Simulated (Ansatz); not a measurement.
**Quasiparticle gap of Ga2O3 (C2/m)**

Wanted: the gap of Ga2O3 (C2/m) with a many-body correction, and the time that it takes.

Main program and level: Ansatz 0.2.0; LDA, then G0W0 on it, plane waves, PAW.

**Experimental background.**

- Gap 4.98 eV: direct optical gap from Tauc plot, film annealed at 900 C; UV-Vis transmission and reflection, Tauc plot; film (80 nm PE-ALD film on sapphire, annealed in O2 at 900 C for 15 min) on sapphire (“Investigation of Ga2O3-Based Deep Ultraviolet Photodetectors Using Plasma-Enhanced Atomic Layer Deposition System”, 2020, pmc:7662978).

- Gap 4.88 eV: optical direct gap from Tauc plot; optical transmission, Tauc plot; film (as-deposited 50 nm PLD film, (-201) oriented) on c-plane sapphire (“beta-phase (AlxGa1-x)2O3 thin film with Al composition more than 70%”, 2020, arxiv:2005.05799).

- Gap 4.5 eV: optical absorption edge from ellipsometry; spectroscopic ellipsometry; film (oxidised 75 nm GaSe layer, annealed at 800 C in oxygen) on Al2O3 (“Thin Ga2O3 Layers by Thermal Oxidation of van der Waals GaSe Nanostructures for Ultraviolet Photon Sensing”, 2024, pmc:11320379).

- Gap 4.65 eV: direct optical gap from Tauc extrapolation, as-deposited; optical transmittance, Tauc plot; film (polycrystalline sputtered film, about 164 nm, on sapphire, not annealed) on Al2O3 (0006) (“Effects of Post Annealing on Electrical Performance of Polycrystalline Ga2O3 Photodetector on Sapphire”, 2020, pmc:7206477).

- Gap 4.96 eV: direct optical gap from Tauc plot, film annealed at 800 C; UV-Vis transmission and reflection, Tauc plot; film (80 nm PE-ALD film on sapphire, annealed in O2 at 800 C for 15 min) on sapphire (“Investigation of Ga2O3-Based Deep Ultraviolet Photodetectors Using Plasma-Enhanced Atomic Layer Deposition System”, 2020, pmc:7662978).

This is a selection; 6 further reports are not listed.

## Step 1: Starting point

It takes space group C2/m (No. 12, monoclinic). The conventional cell has a = 12.214 Å, b = 3.037 Å, c = 5.798 Å, α = 90.00°, β = 103.83°, γ = 90.00°. Ga has 4 O at 1.83 to 1.86 Å nearest. Nearest to Ga lie 6 O at 1.94 to 2.07 Å. Nearest to O lie 3 Ga at 1.83 to 1.94 Å. O has 4 Ga at 1.86 to 2.07 Å nearest. Nearest to O lie 3 Ga at 1.83 to 1.94 Å. Farther neighbours and most contacts between anions are not listed.

Structure file:

```cif
data_structure
_symmetry_space_group_name_H-M 'C2/m'
_symmetry_Int_Tables_number 12
_cell_length_a 12.2140
_cell_length_b 3.0371
_cell_length_c 5.7981
_cell_angle_alpha 90.000
_cell_angle_beta 103.830
_cell_angle_gamma 90.000
_cell_volume 208.85
loop_
_atom_site_label
_atom_site_type_symbol
_atom_site_symmetry_multiplicity
_atom_site_Wyckoff_symbol
_atom_site_fract_x
_atom_site_fract_y
_atom_site_fract_z
_atom_site_occupancy
Ga1 Ga 4 i 0.09050 0.00000 0.79460 1
Ga2 Ga 4 i 0.15866 0.50000 0.31402 1
O1 O 4 i 0.16450 0.00000 0.10980 1
O2 O 4 i 0.17330 0.00000 0.56320 1
O3 O 4 i 0.49590 0.00000 0.25660 1
```

The cell and positions come from the Crystallography Open Database and are kept as given unless a step says otherwise. The default PAW set here is soft_2. Its files were made with PBE.

## Step 2: Bands along the symmetry lines

Levels along a band path and on the mesh show where this functional puts the band edges.

This step: DFT, LDA, plane waves, PAW.

The input, input.yaml:

```yaml
crystal:
  lattice:
    - [6.107, -1.51855, 0.0]
    - [6.107, 1.51855, 0.0]
    - [-1.3859888959, 0.0, 5.630008738]
  atoms:
    - { symbol: Ga, position: [0.0905, 0.0905, 0.7946] }
    - { symbol: Ga, position: [0.9095, 0.9095, 0.2054] }
    - { symbol: Ga, position: [0.65866, 0.65866, 0.31402] }
    - { symbol: Ga, position: [0.34134, 0.34134, 0.68598] }
    - { symbol: O, position: [0.1645, 0.1645, 0.1098] }
    - { symbol: O, position: [0.8355, 0.8355, 0.8902] }
    - { symbol: O, position: [0.1733, 0.1733, 0.5632] }
    - { symbol: O, position: [0.8267, 0.8267, 0.4368] }
    - { symbol: O, position: [0.4959, 0.4959, 0.2566] }
    - { symbol: O, position: [0.5041, 0.5041, 0.7434] }
kpoints:
  mp_grid: { grid: [8, 8, 4] }
  band_path:
    path:
      - [[0.0, 0.0, 0.0], [-0.2663944, 0.2663944, 0.0]]
      - [[-0.7336056, -0.2663944, 0.0], [-0.5, -0.5, 0.0], [0.0, 0.0, 0.0], [-0.5, -0.5, 0.5], [-0.74186107, -0.25813893, 0.5]]
      - [[-0.25813893, 0.25813893, 0.5], [0.0, 0.0, 0.5], [0.0, 0.0, 0.0]]
      - [[-0.5, 0.0, 0.5], [0.0, 0.0, 0.0], [-0.5, 0.0, 0.0]]
    npoints: 10
hamiltonian:
  xc: lda
scf:
  occupations: { method: fermi_dirac, width: 0.02 }
  n_extra_bands: 7
output:
  eigenvalues: true
```

Started as:

```sh
> ansatz run input.yaml --threads 16 --pin off --max-ram 92160MiB --backend cuda --events-out ev --progress --plain --runs-dir out --devices 1 --max-vram 157GiB
```

Numbers of over 12 decimals in the logs are rounded to 6 here.

The log of the run:

```text
basis.fft_grid_basis auto: the FFT boxes are laid along the combinations [[1, -1, 0], [0, 1, 0], [0, 0, 1]] of the cell's own vectors, 3.037, 6.293 and 5.798 Å long. The dense box has 24×45×40 points. Along the cell's own vectors, as sized, it would have 45×45×40, 1.88 times as many. Of the 4 symmetry operations that the crystal satisfies within crystal.symmetry.tolerance (time reversal apart; of a slab, those that k [...]
scf.n_extra_bands = 7 over 44 filled bands (N_el = 88.0): the run solves 51 bands
GPUs: using 1 of 1 available (devices: 1).
Engine: ansatz 0.2.0, aarch64-unknown-linux-gnu
Pseudopotentials: kind: paw
Pseudopotential: Ga, paw, valence charge 13, recommended cutoff 420 eV (normal), Ga.paw.azcp
Pseudopotential: O, paw, valence charge 6, recommended cutoff 420 eV (normal), O.paw.azcp
Functional definition: SPW92
  exchange = slater_x
  correlation = pw_c
device memory: the entry about to start is reckoned to put 6.0 GiB on a device that reports 182.5 GiB free (of which the cap on the GPU budget leaves the run 157.0 GiB)
GPU FFT provider: cuFFT
GPU libraries: cuBLAS 13.8.1, cuFFT 12.4.0, cuSOLVER 12.3.2
GPU matrix products: emulated (plane waves: as basis.precision tells), large ones in fixed point in workspaces of 1.00 GiB
Crystal: 10 atoms, lattice volume = 104.423 Å³
Basis set: ecut = 420 eV, 2037 PW (Γ), FFT grids on a1−a2, a2, a3
Bands: 51, of which v1, the nominal top of the filled ones, is band 44 counted from 1 (43 counted from 0)
Symmetry: 4 space group operations
Space group: C2/m (ITA 12), of the structure as read, at distance tolerance 4.7e-5 Å
k-points: 78 of 256
Non-local potential: Ga, projectors of the file, l = 0: 2, l = 1: 2, l = 2: 3, l = 3: 1
Non-local potential: O, projectors of the file, l = 0: 2, l = 1: 2, l = 2: 1
PAW form: soft (Blöchl's): semilocal exchange-correlation on the pseudo side does not see the compensation charge
PAW frozen core: Ga, regenerated for the run's functional, and the local potential with it (the file was generated under x = pbe(κ = 0.804, μ = 0.219515), c = pbe(β = 0.066725))
PAW frozen core: O, regenerated for the run's functional, and the local potential with it (the file was generated under x = pbe(κ = 0.804, μ = 0.219515), c = pbe(β = 0.066725))
PAW one-centre angular grid: Ga, 590 points (default); XC on 64 Gauss nodes
PAW one-centre angular grid: O, 110 points (default); XC on 64 Gauss nodes
Initial density: superposition of atomic densities (neutral atoms: chi_scale 0, normalization atom), corrected by the library's trained network
Initial wavefunctions: pseudopotential atomic-orbital guess
GPU buffer pool allocated for 43200 grid points (all kernels)
GPU transforms: local potential and band sums: pruned to the plane-wave sphere, on 24×45×40
Functional: x = slater, c = lda
SCF iter   1: F=—  HF=-18163.969677 eV  |F-HF|=—  |Δ(HF+E_count)|=         —  Δρ=1.91e-2  dr2=3.16e-1  ethr=1.77e-3  ⟨swp⟩=7.8  Hψ=14723  notcnv=0
preconditioner: auto → Resta (q_TF=auto, 2.652 Å⁻¹)  ε∞=5.2  [insulator: Δε(μ)=2.144 eV  Ē_g=16.615 eV  σ=0.020 eV  W_gap=1.00  n_scr=34 (ndim 8)  ℏωp=34.1 eV  f_vac=0.014  D(μ)=0.00/eV (n_scr^D=0)  ε∞_Penn≈5.2]
SCF iter   2: F=—  HF=-18163.877738 eV  |F-HF|=—  |Δ(HF+E_count)|=   9.19e-2  Δρ=4.15e-3  dr2=8.08e-3  ethr=3.59e-4  ⟨swp⟩=2.1  Hψ=6169  notcnv=0  defer=182
SCF iter   3: F=—  HF=-18163.875862 eV  |F-HF|=—  |Δ(HF+E_count)|=   1.88e-3  Δρ=2.03e-3  dr2=2.33e-3  ethr=9.18e-6  ⟨swp⟩=2.2  Hψ=5262  notcnv=0  defer=182
SCF iter   4: F=—  HF=-18163.875353 eV  |F-HF|=—  |Δ(HF+E_count)|=   5.09e-4  Δρ=5.02e-4  dr2=1.80e-4  ethr=2.65e-6  ⟨swp⟩=3.0  Hψ=8262  notcnv=0  defer=182
SCF iter   5: F=—  HF=-18163.875052 eV  |F-HF|=—  |Δ(HF+E_count)|=   3.02e-4  Δρ=1.48e-4  dr2=1.65e-5  ethr=2.04e-7  ⟨swp⟩=2.0  Hψ=6871  notcnv=0  defer=182
SCF iter   6: F=—  HF=-18163.875322 eV  |F-HF|=—  |Δ(HF+E_count)|=   2.71e-4  Δρ=2.13e-5  dr2=4.29e-7  ethr=1.87e-8  ⟨swp⟩=2.1  Hψ=7146  notcnv=0  defer=182
SCF iter   7: F=-18163.875322 eV  HF=-18163.875322 eV  |F-HF|=6.23e-8  |Δ(HF+E_count)|=   1.25e-9  Δρ=8.02e-6  dr2=5.88e-8  ethr=1.14e-10  ⟨swp⟩=8.8  Hψ=13000  notcnv=0
SCF 1 converged in 7 iterations: F = -18163.875322 eV  dr2 = 5.88e-8
  greatest PAW one-centre occupation: 0.998 electrons in one spin orbital (limit 2), on the Ga atom at site 3 (counted from 0), in its partial waves of l = 2
device memory: the entry about to start is reckoned to put 6.1 GiB on a device that reports 182.5 GiB free (of which the cap on the GPU budget leaves the run 157.0 GiB)
NSCF: frozen V_eff on 94 k-points, pencils in batches of 32, up to order 228
SCF converged after 7 iterations
Free energy (F): -18163.875322 eV
Harris-Foulkes:  -18163.875322 eV  (|F-HF|=6.23e-8)
Internal energy: -18163.875322 eV  (E = F + TS)
E sigma→0 (E₀):  -18163.875322 eV
Fermi energy:    9.020574 eV
--- Per-component energies (eV) ---
  E_band       = -126.249377
  E_kinetic    = 1514.324251
  E_local      = -9096.353541  (includes V_loc(G=0)·N_el)
  E_nonlocal   = 2039.693444
  E_hartree    = 4071.285984
  E_xc         = -703.743999
  E_vxc        = -786.892315  (∫ρ·V_xc dr)
  E_paw        = -8571.817844  (= ΣΔE_a)
  E_vpaw       = -1939.615480  (= ΣTr[D̂ρ^β])
  E_aug_tail   = 0.014523  (compensation charges beyond the density's cutoff)
  E_ewald      = -7424.773589
  E_core_change = 7.495449  (= ΣΔE_core)
  E_smearing   = -0.000000  (= −TS)
  E_closure    = -0.000000  (closes the sum)
  Σ components = -18163.875322   (vs F -18163.875322, Δ=0.00e0)
--- Band table (eV; the first three rows and the last of 78) ---
  k-point 0: bands = [... 40 lower, 7.1644, 7.3495, 7.5418, 7.8138, 10.1608, 13.3890, 14.3775, 14.4460, ... 3 higher]
  k-point 1: bands = [... 40 lower, 7.1807, 7.2536, 7.3559, 7.5646, 11.0934, 13.5735, 14.2090, 14.5898, ... 3 higher]
  k-point 2: bands = [... 40 lower, 7.1650, 7.1949, 7.3198, 7.5274, 12.5193, 12.6372, 14.4270, 14.8781, ... 3 higher]
  k-point 77: bands = [... 40 lower, 7.1793, 7.2131, 7.2283, 7.8279, 12.9239, 13.0410, 13.9742, 14.2363, ... 3 higher]
```

Wall time 1.8 s (1 × NVIDIA GB200 with 16 threads of Arm Neoverse V2, shared host); peak memory 1.1 GiB.

This step gave:

```
filled bands         : 44
gap                  : 2.318 eV
valence top at       : k = (-0.548, -0.452, 0.500)
conduction bottom at : Γ
least direct gap     : 2.347 eV
```

Over mesh and path the gap is 2.318 eV, from k = (-0.548, -0.452, 0.500) to k = Γ. The least direct gap found is 2.347 eV, at k = Γ. On the 8×8×4 mesh alone the same run gives 2.327 eV, so that mesh misses an edge of LDA: 2.327 − 2.318 = +0.009 eV.

The electronic bands at the labelled points (eV, zero at the top of the highest nominally filled band):

```csv
point,band 41,band 42,band 43,band 44,band 45,band 46,band 47,band 48
Γ,-0.68,-0.49,-0.30,-0.03,2.32,5.55,6.53,6.60
halfway,-1.10,-0.73,-0.64,-0.05,4.79,6.18,6.88,7.72
C,-0.87,-0.78,-0.50,-0.12,5.59,6.31,6.80,6.93
jump to C2,-0.87,-0.78,-0.50,-0.12,5.59,6.31,6.80,6.93
halfway,-0.88,-0.61,-0.48,-0.10,5.25,5.34,6.56,7.19
Y2,-0.69,-0.69,-0.44,-0.17,4.46,4.72,5.61,6.43
halfway,-0.71,-0.68,-0.60,-0.09,3.18,5.36,6.09,6.57
Γ,-0.68,-0.49,-0.30,-0.03,2.32,5.55,6.53,6.60
halfway,-0.71,-0.63,-0.54,-0.09,3.54,5.52,6.33,6.64
M2,-0.66,-0.63,-0.61,-0.02,5.08,5.20,6.13,6.39
halfway,-0.91,-0.85,-0.67,-0.14,6.18,6.26,7.01,7.30
D,-1.17,-0.91,-0.89,-0.65,6.76,6.83,7.50,7.90
jump to D2,-1.17,-0.91,-0.89,-0.65,6.76,6.83,7.50,7.90
halfway,-1.13,-0.85,-0.43,-0.42,5.74,5.88,7.76,7.96
A,-0.68,-0.65,-0.52,-0.32,4.68,4.79,6.58,7.03
halfway,-0.66,-0.59,-0.49,-0.28,3.25,5.73,6.37,6.75
Γ,-0.68,-0.49,-0.30,-0.03,2.32,5.55,6.53,6.60
jump to L2,-1.14,-1.08,-0.77,-0.67,6.74,6.77,7.67,7.86
halfway,-1.06,-0.86,-0.44,-0.30,5.03,6.35,7.20,7.81
Γ,-0.68,-0.49,-0.30,-0.03,2.32,5.55,6.53,6.60
halfway,-1.08,-0.77,-0.54,-0.05,4.64,6.14,6.79,7.81
V2,-0.79,-0.75,-0.48,-0.13,5.46,6.37,7.08,7.30
```

[end of part 1 of 2]

[Paths, hosts, dates, memory and timing lines, banners, echoed tables and standing remarks are left out of the program output.]

[Logs are printed without paths, hosts, clocks, repeated set-up lines and the standing remarks that a program may print on its own settings, such as how far it seeks lower states.]

[Runs of the session that timed out or met a known fault of the program may be left out.]

[Cells called generated may have been cut or substituted from an entry of the Crystallography Open Database or the Materials Project.]

[Hosts, paths, dates, database ids (printed as entryN), source tags and the programs' standing remarks are cut or masked in the printed files.]

[Where an RPA ε∞ is given, it is that of the G0W0 mesh and is not shown converged in it. Names of k-points follow the symmetry that the program found, which can be lower than the space group named. Band edges on a path are those of the sampled points; other points can move an edge, and change direct to indirect where valleys lie close.]

[Hybrid gaps are those of their k-mesh and are not shown converged in it.]
